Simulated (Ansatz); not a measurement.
# CoSi2 (Fm-3m): phonons along a line and the smearing

Does CoSi2 (Fm-3m) have a Kohn anomaly or a soft branch that a wide smearing hides?

Calculated with Ansatz 0.2.0; DFT PBE, scalar-relativistic, plane waves, PAW.

Most raw output is cut from this account.

## (1) Starting point

It takes space group Fm-3m (No. 225, cubic). Conventional cell: a = 5.356 Å, b = 5.356 Å, c = 5.356 Å, α = 90.00°, β = 90.00°, γ = 90.00°. Nearest to Co lie 8 Si at 2.32 Å. Nearest to Si lie 4 Co at 2.32 Å. Farther neighbours are not listed.

## (2) Relaxing cell and atoms

The structure is brought to rest under this functional.

Input file input.yaml:

```yaml
crystal:
  lattice:
    - [0.0, 2.678, 2.678]
    - [2.678, 0.0, 2.678]
    - [2.678, 2.678, 0.0]
  atoms:
    - { symbol: Co, position: [0.0, 0.0, 0.0] }
    - { symbol: Si, position: [0.25, 0.25, 0.25] }
    - { symbol: Si, position: [0.75, 0.75, 0.75] }
kpoints:
  mp_grid: { grid: [10, 10, 10] }
hamiltonian:
  xc: pbe
scf:
  occupations: { method: gaussian, width: 0.1 }
output:
  forces: true
  stress: true
  eigenvalues: true
relax:
  adjacent_minimum: "off"
  f_tol: 0.005
  max_steps: 80
  cell: { stress_tol: 0.05 }
```

The run is started by

```
> ansatz run input.yaml --threads 4 --pin off --max-ram 8192MiB --backend cpu --events-out ev --progress --plain --runs-dir out
```

Run time: 3.9 s. Hardware: 4 threads of Arm Neoverse N1, shared host; peak memory 0.35 GiB; 14 s of CPU time.

This run has no spin polarisation, although Co can carry a moment.

Little changed from the start: no atom moved by 0.005 Å and no cell edge by 0.1 %.

This step gave:

| Item | Value |
| --- | --- |
| pressure | 0.001884 GPa |
| volume per atom | 12.83 Å³ |
| metallic on mesh | yes |
| gap on the k-mesh | 0 eV |

The largest force is now zero by symmetry and the largest stress component 0.0019 GPa, small enough for phonons.

## (3) Wavevectors along a line: Fermi–Dirac smearing of 0.1 eV

The smearing blurs the Fermi surface that screens the phonons; a Fermi–Dirac width is an electronic temperature.

Input file input.yaml:

```yaml
crystal:
  lattice:
    - [0.0, 2.6798236004, 2.6798236004]
    - [2.6798236004, 0.0, 2.6798236004]
    - [2.6798236004, 2.6798236004, 0.0]
  atoms:
    - { symbol: Co, position: [0.0, 0.0, 0.0] }
    - { symbol: Si, position: [0.25, 0.25, 0.25] }
    - { symbol: Si, position: [0.75, 0.75, 0.75] }
kpoints:
  mp_grid: { grid: [12, 12, 12] }
hamiltonian:
  xc: pbe
scf:
  occupations: { method: fermi_dirac, width: 0.1 }
output:
  eigenvalues: true
phonons:
  method: dfpt
  qpoints:
    - [0, 0, 0]
    - [0.083333333, 0.0, 0.083333333]
    - [0.166666667, 0.0, 0.166666667]
    - [0.25, 0.0, 0.25]
    - [0.333333333, 0.0, 0.333333333]
    - [0.416666667, 0.0, 0.416666667]
    - [0.5, 0.0, 0.5]
```

Wall time 4.5 min (4 threads); peak memory 1.1 GiB; 18 min of CPU time.

Each wavevector solved by linear response. Frequency against |q| along the line:

| \|q\| along the line (Å⁻¹) | mode 1 = mode 2 (cm⁻¹) | mode 3 (cm⁻¹) | mode 4 = mode 5 (cm⁻¹) | mode 6 (cm⁻¹) | mode 7 (cm⁻¹) | mode 8 (cm⁻¹) | mode 9 (cm⁻¹) |
| --- | --- | --- | --- | --- | --- | --- | --- |
| 0.000 | 0 | 0 | 326 | 326 | 330 | 330 | 330 |
| 0.195 | 43.4 | 71.1 | 314 | 328 | 335 | 341 | 341 |
| 0.391 | 83 | 136 | 300 | 318 | 346 | 352 | 352 |
| 0.586 | 118 | 196 | 289 | 304 | 362 | 362 | 362 |
| 0.781 | 148 | 243 | 279 | 283 | 369 | 369 | 372 |
| 0.977 | 170 | 264 | 272 | 273 | 369 | 373 | 373 |
| 1.172 | 180 | 258 | 269 | 283 | 370 | 374 | 374 |

## (4) Wavevectors along a line: Fermi–Dirac smearing of 0.25 eV

Each wavevector is solved by itself, so no interpolation smooths a dip of the branch.

Changes to input.yaml since step 3:

```diff
@@ -14,3 +14,3 @@
 scf:
-  occupations: { method: fermi_dirac, width: 0.1 }
+  occupations: { method: fermi_dirac, width: 0.25 }
 output:
```

Wider smearing eases the sum over k-points of a metal but moves the result away from its zero-temperature value.

It took 4.8 min on 4 threads; peak memory 1.1 GiB.

Each wavevector solved by linear response. Table of frequency by |q| along the line:

| \|q\| along the line (Å⁻¹) | mode 1 = mode 2 (cm⁻¹) | mode 3 (cm⁻¹) | mode 4 = mode 5 (cm⁻¹) | mode 6 (cm⁻¹) | mode 7 (cm⁻¹) | mode 8 (cm⁻¹) | mode 9 (cm⁻¹) |
| --- | --- | --- | --- | --- | --- | --- | --- |
| 0.000 | 0 | 0 | 326 | 326 | 329 | 329 | 329 |
| 0.195 | 42.7 | 70.3 | 314 | 326 | 333 | 341 | 341 |
| 0.391 | 81.7 | 136 | 301 | 320 | 345 | 353 | 353 |
| 0.586 | 116 | 194 | 289 | 306 | 362 | 363 | 363 |
| 0.781 | 144 | 241 | 279 | 285 | 371 | 371 | 373 |
| 0.977 | 166 | 267 | 271 | 272 | 374 | 375 | 375 |
| 1.172 | 175 | 260 | 268 | 282 | 372 | 377 | 377 |

Against step 3 (now smearing width 0.25 eV), the free energy moves by -32.3 meV an atom.

## (5) Phonons along a line: Fermi–Dirac smearing of 0.04 eV

Changes to input.yaml since step 4:

```diff
@@ -14,3 +14,3 @@
 scf:
-  occupations: { method: fermi_dirac, width: 0.25 }
+  occupations: { method: fermi_dirac, width: 0.04 }
 output:
```

Narrower smearing comes nearer the zero-temperature value but asks more of the mesh.

It took 4.5 min on 4 threads; peak memory 1.1 GiB; 18 min of CPU time.

Each wavevector solved by linear response. Table of frequency by |q| along the line:

| \|q\| along the line (Å⁻¹) | mode 1 = mode 2 (cm⁻¹) | mode 3 (cm⁻¹) | mode 4 = mode 5 (cm⁻¹) | mode 6 (cm⁻¹) | mode 7 (cm⁻¹) | mode 8 (cm⁻¹) | mode 9 (cm⁻¹) |
| --- | --- | --- | --- | --- | --- | --- | --- |
| 0.000 | 0 | 0 | 328 | 328 | 331 | 331 | 331 |
| 0.195 | 43.8 | 71.5 | 316 | 332 | 335 | 342 | 342 |
| 0.391 | 83.4 | 135 | 301 | 314 | 346 | 352 | 352 |
| 0.586 | 120 | 197 | 291 | 306 | 362 | 362 | 365 |
| 0.781 | 149 | 244 | 280 | 284 | 369 | 369 | 372 |
| 0.977 | 172 | 264 | 272 | 273 | 370 | 373 | 373 |
| 1.172 | 182 | 257 | 269 | 284 | 375 | 375 | 376 |

Against step 3 (now smearing width 0.04 eV), the free energy moves by +4.6 meV an atom.

## (6) Phonons along a line: Methfessel–Paxton smearing of 0.2 eV

The smearing blurs the Fermi surface that screens the phonons; a Methfessel–Paxton width blurs it less than a thermal one.

Changes to input.yaml since step 5:

```diff
@@ -14,3 +14,3 @@
 scf:
-  occupations: { method: fermi_dirac, width: 0.04 }
+  occupations: { method: methfessel_paxton, width: 0.2 }
 output:
```

The job ended after 4.5 min (4 threads; peak memory 1.1 GiB).

Each wavevector solved by linear response. Frequency against |q| along the line:

| \|q\| along the line (Å⁻¹) | mode 1 = mode 2 (cm⁻¹) | mode 3 (cm⁻¹) | mode 4 = mode 5 (cm⁻¹) | mode 6 (cm⁻¹) | mode 7 (cm⁻¹) | mode 8 (cm⁻¹) | mode 9 (cm⁻¹) |
| --- | --- | --- | --- | --- | --- | --- | --- |
| 0.000 | 0 | 0 | 328 | 328 | 331 | 331 | 331 |
| 0.195 | 43.9 | 71.6 | 316 | 334 | 336 | 342 | 342 |
| 0.391 | 83.6 | 136 | 301 | 314 | 347 | 353 | 353 |
| 0.586 | 120 | 197 | 291 | 305 | 361 | 361 | 363 |
| 0.781 | 149 | 245 | 280 | 284 | 369 | 369 | 373 |
| 0.977 | 172 | 264 | 272 | 273 | 368 | 373 | 373 |
| 1.172 | 182 | 258 | 269 | 285 | 374 | 374 | 375 |

Against step 3 (now occupations Methfessel-Paxton and smearing width 0.2 eV), the free energy moves by +5.7 meV an atom.

## (7) Smearing and the soft branch

Table of lowest frequency by |q| along the line:

| \|q\| along the line (Å⁻¹) | fermi dirac 0.1 eV, k 12x12x12 (cm⁻¹) | fermi dirac 0.25 eV, k 12x12x12 (cm⁻¹) | fermi dirac 0.04 eV, k 12x12x12 (cm⁻¹) | methfessel paxton 0.2 eV, k 12x12x12 (cm⁻¹) |
| --- | --- | --- | --- | --- |
| 0.000 | 0 | 0 | 0 | 0 |
| 0.195 | 43.4 | 42.7 | 43.8 | 43.9 |
| 0.391 | 83 | 81.7 | 83.4 | 83.6 |
| 0.586 | 118 | 116 | 120 | 120 |
| 0.781 | 148 | 144 | 149 | 149 |
| 0.977 | 170 | 166 | 172 | 172 |
| 1.172 | 180 | 175 | 182 | 182 |

## (8) Results

```json
{
 "phonon run of the rows without a label of their own": "PBE, k 12×12×12",
 "lowest branch at the last solved point, Fermi–Dirac 0.1 eV": "180 cm⁻¹ at |q| = 1.17 Å⁻¹",
 "lowest branch at the last solved point, Fermi–Dirac 0.25 eV": "175 cm⁻¹ at |q| = 1.17 Å⁻¹",
 "lowest branch at the last solved point, Fermi–Dirac 0.04 eV": "182 cm⁻¹ at |q| = 1.17 Å⁻¹",
 "lowest branch at the last solved point, Methfessel–Paxton 0.2 eV": "182 cm⁻¹ at |q| = 1.17 Å⁻¹"
}
```

What this shows: No branch softens by more than 4 % of the top frequency as the smearing narrows, so no anomaly that hangs on the smearing shows at these points. The line holds 7 wavevectors, so a narrow dip between them would be missed. Between Fermi–Dirac 0.25 eV and Fermi–Dirac 0.04 eV the largest change, with modes counted by rank of frequency, is in mode 1 at |q| = 1.17 Å⁻¹, from 175 to 182 cm⁻¹. Where branches cross, a count by rank can hide a softening. At the narrowest width the k mesh may not resolve the Fermi surface, so part of the change can be mesh noise.

[Logs are printed without paths, hosts, clocks, repeated set-up lines and the standing remarks that a program may print on its own settings, such as how far it seeks lower states.]

[Hosts, paths, dates, database ids (printed as entryN), source tags and the programs' standing remarks are cut or masked in the printed files.]
